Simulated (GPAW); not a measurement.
**C/Pd(100): simulated STM images**

What would a tunnelling microscope show on C/Pd(100)?

Program: GPAW 26.7.0. Level of theory: GPAW, PAW setups; slab in vacuum, relaxation, in the first sound run; inputs show where later runs differ. Results are calculated unless marked as measured.

## (1) Set-up

The cell holds 5 atoms: 4 Pd and 1 C. Its edges and angles: a = 2.751 Å, b = 2.751 Å, c = 24.751 Å, α = 90.0°, β = 90.0°, γ = 90.0°. Vacuum lies along c.

## (2) Relaxation

The atoms are relaxed first, since the surface dipole, and with it the work function, follows the positions of the outer layers. The lowest 2 atoms are held at bulk positions and keep their forces.

File run.py:

```python
import json
import numpy as np
from ase import Atoms
from ase.constraints import FixAtoms
from ase.optimize import BFGS
from gpaw import GPAW, PW

slab = Atoms(
    ['Pd', 'Pd', 'Pd', 'Pd', 'C'],
    positions=[
        [1.37532, 1.37532, 9.00000],
        [0.00000, 0.00000, 10.94500],
        [1.37532, 1.37532, 12.89000],
        [0.00000, 0.00000, 14.83500],
        [1.37532, 1.37532, 15.75123]],
    cell=[[2.75065, 0.0, 0.0], [0.0, 2.75065, 0.0], [0.0, 0.0, 24.75123]],
    pbc=[True, True, False])

slab.calc = GPAW(mode=PW(500), xc='PBE', kpts={'size': (11, 11, 1), 'gamma': True},
                 occupations={'name': 'fermi-dirac', 'width': 0.1}, nbands='160%',
                 convergence={'density': 1e-05}, maxiter=200,
                 poissonsolver={'dipolelayer': 'xy'},
                 symmetry={'tolerance': 1e-3, 'extra_ids': [1, 1, 0, 0, 0]}, txt='slab.txt')
result = {}
slab.set_constraint(FixAtoms([0, 1]))
path = []
opt = BFGS(slab, maxstep=0.2)
opt.attach(lambda: path.append((slab.get_potential_energy(), slab.positions.tolist(), slab.get_forces().tolist())))
result['relaxed'] = bool(opt.run(fmax=0.03, steps=40))
result['path'] = path
energy = slab.get_potential_energy()
fermi = slab.calc.get_fermi_level()
v = slab.calc.get_electrostatic_potential().mean((0, 1)) - fermi
n = slab.calc.get_pseudo_density().mean((0, 1))
L = slab.cell[2, 2]
z = np.arange(len(v)) * L / len(v)
low, high = slab.positions[:, 2].min(), slab.positions[:, 2].max()
below, above = np.interp([low - 6.8, high + 6.8], z, v)
slopes = [np.interp(x, z, np.gradient(v, z)) for x in (low - 6.8, high + 6.8)]
eps = np.array([[slab.calc.get_eigenvalues(k, s) for k in range(len(slab.calc.get_ibz_k_points()))]
                for s in range(slab.calc.get_number_of_spins())]) - fermi
top, bottom = eps[eps < 0].max(), eps[eps > 0].min()
dipole = slab.get_dipole_moment()[2]
print(f'energy {energy:.4f} eV, Fermi level {fermi:.4f} eV, dipole {dipole:.5f} e A')
print(f'potential 6.8 A off the faces, from the Fermi level: lower {below:.4f} eV, upper {above:.4f} eV')
print(f'slope of the potential there: lower {slopes[0]:.5f}, upper {slopes[1]:.5f} eV/A')
print(f'nearest levels on the mesh: {top:.4f} and {bottom:.4f} eV')
print('magnetic moment', round(slab.get_magnetic_moment(), 3))
result.update(energy=energy, fermi=fermi, dipole=dipole, below=below, above=above, slopes=slopes, edges=[top, bottom],
              z=z.tolist(), v=v.tolist(), n=n.tolist(), positions=slab.positions.tolist(),
              forces=slab.get_forces(apply_constraint=False).tolist(), moments=slab.get_magnetic_moments().tolist())
json.dump(result, open('result.json', 'w'))
```

Run with:

```bash
$ OMP_NUM_THREADS=1 OPENBLAS_NUM_THREADS=1 python run.py
```

Output:

```text
Step          Energy          fmax
BFGS:    0      -20.412317        1.425692
BFGS:    1      -20.444903        1.157199
BFGS:    2      -20.511927        0.362134
BFGS:    3      -20.522050        0.437800
BFGS:    4      -20.532271        0.485173
BFGS:    5      -20.540351        0.441939
BFGS:    6      -20.546209        0.328062
BFGS:    7      -20.552367        0.108601
BFGS:    8      -20.553401        0.044706
BFGS:    9      -20.553457        0.041874
BFGS:   10      -20.553517        0.035078
BFGS:   11      -20.553585        0.033352
BFGS:   12      -20.553999        0.044378
BFGS:   13      -20.554375        0.036956
BFGS:   14      -20.554706        0.016114
energy -20.4419 eV, Fermi level -0.0078 eV, dipole -0.01760 e A
potential 6.8 A off the faces, from the Fermi level: lower 5.1087 eV, upper 5.5335 eV
slope of the potential there: lower -0.00003, upper -0.00001 eV/A
nearest levels on the mesh: -0.0114 and 0.0144 eV
magnetic moment 0.0
```

Wall time 18 min (1 thread of Intel Xeon Platinum 8375C at 2.90GHz (Ice Lake), shared host); peak memory 0.3 GiB.

The steps of the relaxation:

| step | energy less that of the first step (eV) | largest force (eV/Å) |
| --- | --- | --- |
| 1 | 0.0000 | 1.4257 |
| 2 | -0.0307 | 1.1572 |
| 3 | -0.0895 | 0.3621 |
| 4 | -0.0977 | 0.4378 |
| 5 | -0.1075 | 0.4852 |
| 6 | -0.1165 | 0.4419 |
| 7 | -0.1234 | 0.3281 |
| 8 | -0.1311 | 0.1086 |
| 9 | -0.1326 | 0.0447 |
| 10 | -0.1326 | 0.0419 |
| 11 | -0.1326 | 0.0351 |
| 12 | -0.1325 | 0.0334 |
| 13 | -0.1325 | 0.0444 |
| 14 | -0.1326 | 0.0370 |
| 15 | -0.1326 | 0.0161 |

The atoms that moved most (Å):

| atom | dx | dy | dz | length |
| --- | --- | --- | --- | --- |
| Pd4 | 0.000 | 0.000 | 0.255 | 0.255 |
| Pd3 | 0.000 | 0.000 | 0.076 | 0.076 |
| C5 | 0.000 | 0.000 | -0.041 | 0.041 |

The relaxed structure:

```xyz
5
Lattice="2.7506 0.0000 0.0000 0.0000 2.7506 0.0000 0.0000 0.0000 24.7512" Properties=species:S:1:pos:R:3
Pd    1.3753    1.3753    9.0000
Pd    0.0000    0.0000   10.9450
Pd    1.3753    1.3753   12.9659
Pd    0.0000    0.0000   15.0901
C     1.3753    1.3753   15.7107
```

Numbers from this step:

```
dipole along the normal                    : -0.01760 e·Å
levels nearest the Fermi level on the mesh : -0.01145, 0.01443 eV from the Fermi level
upper work function                        : 5.533 eV
lower work function                        : 5.109 eV
```

The electrostatic potential energy of an electron (without an applied field's), less the Fermi level, planar mean oscillates, so the rows of the table below give means over windows of 1 Å about each position, cut where the curve ends. Its maxima inside the range that stand out by 2 % of the span (Å: eV): 10.0: -1.02, 12.0: -0.562, 14.0: -0.533. Its minima: 9.0: -19.3, 10.9: -19.5, 13.0: -19.5, 15.2: -24.7.

Electrostatic potential energy of an electron (without an applied field's), less the Fermi level, planar mean against z; means over each step:

z (Å), electrostatic potential energy of an electron (without an applied field's), less the Fermi level, planar mean (eV) and a bar from the least value:
```
        0        5.2 ##############################
        1        5.1 #############################
        2        5.1 #############################
        3        5.1 #############################
        4        5.1 #############################
        5        5.1 #############################
        6        5.1 #############################
        7        4.8 #############################
        8        0.6 ########################
        9      -14.7 ######
       10       -3.8 ###################
       11      -14.9 ######
       12       -3.1 ####################
       13      -14.9 ######
       14       -2.8 ####################
       15      -19.6 
       16       -9.5 ############
       17        4.6 #############################
       18        5.5 ##############################
       19        5.5 ##############################
       20        5.5 ##############################
       21        5.5 ##############################
       22        5.5 ##############################
       23        5.5 ##############################
       24        5.5 ##############################
```

The pseudo valence density, planar mean oscillates, so the rows of the table below give means over windows of 1.93 Å about each position, cut where the curve ends. Its maxima inside the range that stand out by 2 % of the span (Å: e/Å³): 9.1: 2.30, 11.0: 2.33, 13.0: 2.41, 15.1: 2.55. Its minima: 10.1: 0.360, 12.0: 0.315, 13.9: 0.286.

The pseudo valence density, planar mean by z; means over each step:

| z (Å) | pseudo valence density, planar mean (e/Å³) |
| --- | --- |
| 4.83 | 7.1e-5 |
| 6.76 | 0.0121 |
| 8.69 | 1.01 |
| 10.62 | 1.09 |
| 12.55 | 1.07 |
| 14.48 | 1.07 |
| 16.41 | 0.402 |
| 18.34 | 0.00177 |
| 20.27 | 4.0e-6 |

The relaxation lowered the energy of the cell by 0.133 eV (energies extrapolated to zero smearing; the optimiser's log prints free energies). The largest force left on a free atom is 0.016 eV/Å.

## (3) The slab's potential

With the geometry fixed, the planar mean of the potential gives the vacuum level on each side.

This step: GPAW, PAW setups; slab in vacuum (GPAW 26.7.0).

run.py, as its differences from that of step 2:

```diff
@@ -3,4 +3,3 @@
 from ase import Atoms
-from ase.constraints import FixAtoms
-from ase.optimize import BFGS
+from ase.dft.stm import STM
 from gpaw import GPAW, PW
@@ -12,5 +11,5 @@
         [0.00000, 0.00000, 10.94500],
-        [1.37532, 1.37532, 12.89000],
-        [0.00000, 0.00000, 14.83500],
-        [1.37532, 1.37532, 15.75123]],
+        [1.37532, 1.37532, 12.96586],
+        [-0.00000, -0.00000, 15.09011],
+        [1.37532, 1.37532, 15.71070]],
     cell=[[2.75065, 0.0, 0.0], [0.0, 2.75065, 0.0], [0.0, 0.0, 24.75123]],
@@ -22,10 +21,4 @@
                  poissonsolver={'dipolelayer': 'xy'},
-                 symmetry={'tolerance': 1e-3, 'extra_ids': [1, 1, 0, 0, 0]}, txt='slab.txt')
+                 symmetry={'tolerance': 1e-3}, txt='slab.txt')
 result = {}
-slab.set_constraint(FixAtoms([0, 1]))
-path = []
-opt = BFGS(slab, maxstep=0.2)
-opt.attach(lambda: path.append((slab.get_potential_energy(), slab.positions.tolist(), slab.get_forces().tolist())))
-result['relaxed'] = bool(opt.run(fmax=0.03, steps=40))
-result['path'] = path
 energy = slab.get_potential_energy()
@@ -51,2 +44,16 @@
               forces=slab.get_forces(apply_constraint=False).tolist(), moments=slab.get_magnetic_moments().tolist())
+
+# Images need the states of the whole zone, up to time reversal
+slab.calc = slab.calc.fixed_density(symmetry={'point_group': False}, txt='states.txt', nbands='250%',
+                                    convergence={'bands': 'CBM+1.3'})
+stm = STM(slab)
+result['stm'] = []
+for bias in [-1.0, 1.0]:
+    height = high + 4.0
+    current = stm.get_averaged_current(bias, height)
+    x, y, h = stm.scan(bias, current)
+    i, f = divmod(height / L * stm.ldos.shape[2], 1)
+    I = abs((1 - f) * stm.ldos[:, :, int(i)] + f * stm.ldos[:, :, int(i) + 1])
+    print(f'bias {bias} V: mean current at 4.0 A {current:.4e}, corrugation {np.ptp(h):.4f} A')
+    result['stm'].append(dict(bias=bias, current=current, h=(h - high).tolist(), I=I.tolist()))
 json.dump(result, open('result.json', 'w'))
```

Output:

```text
energy -20.4419 eV, Fermi level -0.0078 eV, dipole -0.01775 e A
potential 6.8 A off the faces, from the Fermi level: lower 5.1087 eV, upper 5.5332 eV
slope of the potential there: lower -0.00000, upper -0.00003 eV/A
nearest levels on the mesh: -0.0114 and 0.0144 eV
magnetic moment 0.0
bias -1.0 V: mean current at 4.0 A 1.1351e-06, corrugation 0.1130 A
bias 1.0 V: mean current at 4.0 A 1.9748e-06, corrugation 0.3076 A
```

It took 5.6 min on 1 thread; peak memory 0.81 GiB.

This step gave:

| Item | Value |
| --- | --- |
| dipole along the normal | -0.01775 e·Å |
| levels nearest the Fermi level on the mesh | -0.01143, 0.01444 eV from the Fermi level |
| corrugation -1 | 0.1130 Å |
| corrugation 1 | 0.3076 Å |

Table of electrostatic potential energy of an electron (without an applied field's), less the Fermi level, planar mean by z:

| z (Å) | electrostatic potential energy of an electron (without an applied field's), less the Fermi level, planar mean (eV) |
| --- | --- |
| 0.0 | 5.32 |
| 0.5 | 5.11 |
| 1.0 | 5.11 |
| 1.5 | 5.11 |
| 2.0 | 5.11 |
| 2.5 | 5.11 |
| 3.0 | 5.11 |
| 3.5 | 5.11 |
| 4.0 | 5.11 |
| 4.5 | 5.11 |
| 5.0 | 5.11 |
| 5.5 | 5.10 |
| 6.0 | 5.09 |
| 6.5 | 5.05 |
| 7.0 | 4.89 |
| 7.5 | 4.27 |
| 8.0 | 1.82 |
| 8.5 | -7.66 |
| 9.0 | -19.2 |
| 9.5 | -7.95 |
| 10.0 | -1.12 |
| 10.5 | -9.80 |
| 11.0 | -19.2 |
| 11.5 | -6.58 |
| 12.0 | -0.613 |
| 12.5 | -9.09 |
| 13.0 | -19.2 |
| 13.5 | -7.34 |
| 14.0 | -0.565 |
| 14.5 | -7.15 |
| 15.0 | -22.8 |
| 15.5 | -22.7 |
| 16.0 | -8.43 |
| 16.5 | 2.52 |
| 17.0 | 4.93 |
| 17.5 | 5.41 |
| 18.0 | 5.51 |
| 18.5 | 5.53 |
| 19.0 | 5.53 |
| 19.5 | 5.53 |
| 20.0 | 5.53 |
| 20.5 | 5.53 |
| 21.0 | 5.53 |
| 21.5 | 5.53 |
| 22.0 | 5.53 |
| 22.5 | 5.53 |
| 23.0 | 5.53 |
| 23.5 | 5.53 |
| 24.0 | 5.53 |
| 24.5 | 5.47 |

The pseudo valence density, planar mean oscillates, so the rows of the table below give means over windows of 1.93 Å about each position, cut where the curve ends. Its maxima inside the range that stand out by 2 % of the span (Å: e/Å³): 9.1: 2.30, 11.0: 2.33, 13.0: 2.41, 15.1: 2.55. Its minima: 10.1: 0.360, 12.0: 0.315, 13.9: 0.286.

Pseudo valence density, planar mean against z; means over each step:

| z (Å) | pseudo valence density, planar mean (e/Å³) |
| --- | --- |
| 4.83 | 7.1e-5 |
| 6.76 | 0.0121 |
| 8.69 | 1.01 |
| 10.62 | 1.09 |
| 12.55 | 1.07 |
| 14.48 | 1.07 |
| 16.41 | 0.402 |
| 18.34 | 0.00177 |
| 20.27 | 4.0e-6 |

Tip height over the top atom over a1 and a2. Sample bias -1 V, constant current at the mean current 4.0 Å over the top atom.

Ten even steps from '_' (3.95 Å) to '@' (4.06 Å):
```
______..--============--..____
____..::--============--::..__
....::::--====++++====--::::..
::------==++**####**++==------
========++**%%@@@@%%**++======
========**%%@@@@@@@@%%**======
======++##@@@@@@@@@@@@##++====
======++##@@@@@@@@@@@@##++====
========**%%@@@@@@@@%%**======
========++**%%@@@@%%**++======
::------==++**####**++==------
....::::--====++++====--::::..
____..::--============--::..__
______..--============--..____
______..::============::..____
```
Columns: a1 from 0 to 0.933; rows upwards: a2 from 0 to 0.933.

Local density of states summed over the bias window over a1 and a2. Sample bias -1 V, constant height 4.0 Å over the top atom.

Values in units of 1e-6 arbitrary, 15 rows by 15 columns:
```
0.9 1.0 1.0 1.0 1.1 1.1 1.1 1.1 1.1 1.1 1.1 1.1 1.0 1.0 1.0
1.0 1.0 1.0 1.0 1.1 1.1 1.1 1.1 1.1 1.1 1.1 1.1 1.0 1.0 1.0
1.0 1.0 1.0 1.0 1.1 1.1 1.2 1.2 1.2 1.2 1.1 1.1 1.0 1.0 1.0
1.1 1.1 1.1 1.1 1.1 1.2 1.2 1.2 1.2 1.2 1.2 1.1 1.1 1.1 1.1
1.1 1.1 1.1 1.1 1.2 1.2 1.3 1.3 1.3 1.3 1.2 1.2 1.1 1.1 1.1
1.1 1.1 1.1 1.2 1.2 1.3 1.3 1.3 1.3 1.3 1.3 1.2 1.2 1.1 1.1
1.1 1.1 1.1 1.2 1.2 1.3 1.3 1.3 1.3 1.3 1.3 1.2 1.2 1.1 1.1
1.1 1.1 1.1 1.2 1.2 1.3 1.3 1.3 1.3 1.3 1.3 1.2 1.2 1.1 1.1
1.1 1.1 1.1 1.2 1.2 1.3 1.3 1.3 1.3 1.3 1.3 1.2 1.2 1.1 1.1
1.1 1.1 1.1 1.1 1.2 1.2 1.3 1.3 1.3 1.3 1.2 1.2 1.1 1.1 1.1
1.1 1.1 1.1 1.1 1.1 1.2 1.2 1.2 1.2 1.2 1.2 1.1 1.1 1.1 1.1
1.0 1.0 1.0 1.0 1.1 1.1 1.2 1.2 1.2 1.2 1.1 1.1 1.0 1.0 1.0
1.0 1.0 1.0 1.0 1.1 1.1 1.1 1.1 1.1 1.1 1.1 1.1 1.0 1.0 1.0
0.9 1.0 1.0 1.0 1.1 1.1 1.1 1.1 1.1 1.1 1.1 1.1 1.0 1.0 1.0
0.9 0.9 1.0 1.0 1.1 1.1 1.1 1.1 1.1 1.1 1.1 1.1 1.0 1.0 0.9
```
Columns: a1 from 0 to 0.933; rows upwards: a2 from 0 to 0.933.

Tip height over the top atom over a1 and a2. Sample bias 1 V, constant current at the mean current 4.0 Å over the top atom.

Ten even steps from '0' (3.83 Å) to '9' (4.13 Å):
```
001234566543210
012345566554321
223455666655432
334556777765543
445568888886554
555678999987655
666678999987666
666678999987666
555678999987655
445568888886554
334556777765543
223455666655432
012345566554321
001234566543210
000234566543200
```
Columns: a1 from 0 to 0.933; rows upwards: a2 from 0 to 0.933.

Local density of states summed over the bias window over a1 and a2. Sample bias 1 V, constant height 4.0 Å over the top atom.

Ten even steps from '_' (1.14 × 1e-6 arbitrary) to '@' (2.80 × 1e-6 arbitrary):
```
____..::--==++++++++==--::..__
......::--==++++++++==--::....
::::::--==++++****++++==--::::
------==++****####****++==----
======++**##%%%%%%%%##**++====
==++++++**%%@@@@@@@@%%**++++++
++++++**##%%@@@@@@@@%%##**++++
++++++**##%%@@@@@@@@%%##**++++
==++++++**%%@@@@@@@@%%**++++++
======++**##%%%%%%%%##**++====
------==++****####****++==----
::::::--==++++****++++==--::::
......::--==++++++++==--::....
____..::--==++++++++==--::..__
____..::--====++++====--::..__
```
Columns: a1 from 0 to 0.933; rows upwards: a2 from 0 to 0.933.

Force by atom:

| atom | x (eV/Å) | y (eV/Å) | z (eV/Å) | size |
| --- | --- | --- | --- | --- |
| Pd1 | 0.000 | 0.000 | -0.227 | 0.227 |
| Pd2 | 0.000 | 0.000 | 0.211 | 0.211 |
| Pd3 | 0.000 | 0.000 | 0.001 | 0.001 |
| Pd4 | 0.000 | 0.000 | 0.016 | 0.016 |
| C5 | 0.000 | 0.000 | -0.004 | 0.004 |

The potential is flat to 3.3e-5 eV/Å where it is read, so the vacuum is wide enough.

## (4) A changed run

One more run, with changed settings.

run.py, as its differences from that of step 3:

```diff
@@ -3,4 +3,3 @@
 from ase import Atoms
-from ase.dft.stm import STM
-from gpaw import GPAW, PW
+from gpaw import GPAW
 
@@ -17,5 +16,5 @@
 
-slab.calc = GPAW(mode=PW(500), xc='PBE', kpts={'size': (11, 11, 1), 'gamma': True},
+slab.calc = GPAW(mode='fd', h=0.4, xc='PBE', kpts={'size': (11, 11, 1), 'gamma': True},
                  occupations={'name': 'fermi-dirac', 'width': 0.1}, nbands='160%',
-                 convergence={'density': 1e-05}, maxiter=200,
+                 convergence={'density': 1e-05}, maxiter=75,
                  poissonsolver={'dipolelayer': 'xy'},
@@ -44,16 +43,2 @@
               forces=slab.get_forces(apply_constraint=False).tolist(), moments=slab.get_magnetic_moments().tolist())
-
-# Images need the states of the whole zone, up to time reversal
-slab.calc = slab.calc.fixed_density(symmetry={'point_group': False}, txt='states.txt', nbands='250%',
-                                    convergence={'bands': 'CBM+1.3'})
-stm = STM(slab)
-result['stm'] = []
-for bias in [-1.0, 1.0]:
-    height = high + 4.0
-    current = stm.get_averaged_current(bias, height)
-    x, y, h = stm.scan(bias, current)
-    i, f = divmod(height / L * stm.ldos.shape[2], 1)
-    I = abs((1 - f) * stm.ldos[:, :, int(i)] + f * stm.ldos[:, :, int(i) + 1])
-    print(f'bias {bias} V: mean current at 4.0 A {current:.4e}, corrugation {np.ptp(h):.4f} A')
-    result['stm'].append(dict(bias=bias, current=current, h=(h - high).tolist(), I=I.tolist()))
 json.dump(result, open('result.json', 'w'))
```

Output:

```text
energy -180.8749 eV, Fermi level -4.9044 eV, dipole 0.01508 e A
potential 6.8 A off the faces, from the Fermi level: lower 5.0741 eV, upper 4.7348 eV
slope of the potential there: lower -0.00000, upper 0.00000 eV/A
nearest levels on the mesh: -0.0532 and 0.0022 eV
magnetic moment 0.0
```

The job ended after 2.8 min (1 thread; peak memory 0.23 GiB).

The run finished. A setting was moved off its sound value on purpose, so it serves as a test and not as the result.

The fault put into the input: a grid far too coarse (mode = "fd" and h = 0.4).

The two runs compared:

| quantity | this run | sound run | difference |
| --- | --- | --- | --- |
| dipole along the normal (e·Å) | 0.015075 | -0.017748 | 0.0328 |
| upper work function (eV) | 4.7348 | 5.5332 | -0.798 |
| lower work function (eV) | 5.0741 | 5.1087 | -0.0347 |

One result that differs is the upper work function, 4.73 eV against 5.53 eV.

## (5) What came out

| Item | Value |
| --- | --- |
| work function, upper and lower face | 5.533 and 5.109 eV |
| dipole along the normal | -0.0177 e Å |
| corrugation at -1 V | 0.113 Å |
| corrugation at 1 V | 0.308 Å |

What this shows: The corrugation at constant current is largest at 1 V, where the tip height varies by 0.31 Å over the cell. Negative sample bias images filled states, positive bias empty ones. The two faces differ by 0.42 eV, the step that the slab's dipole makes (e p/(ε0 A) gives 0.42 eV), so the dipole layer is needed. The images are of Tersoff-Hamann type: an s-wave tip, no tip-sample forces, heights closer than in a microscope. The cell of 7.57 Å² holds one C, started on one chosen site; other sites and coverages weren't tried. The in-plane lattice was kept as typed, which isn't the functional's own and leaves some strain; spin-orbit coupling and temperature are left out.

[Logs are printed without paths, hosts, clocks, repeated set-up lines and the standing remarks that a program may print on its own settings, such as how far it seeks lower states.]

[Hosts, paths, dates, database ids (printed as entryN), source tags and the programs' standing remarks are cut or masked in the printed files.]
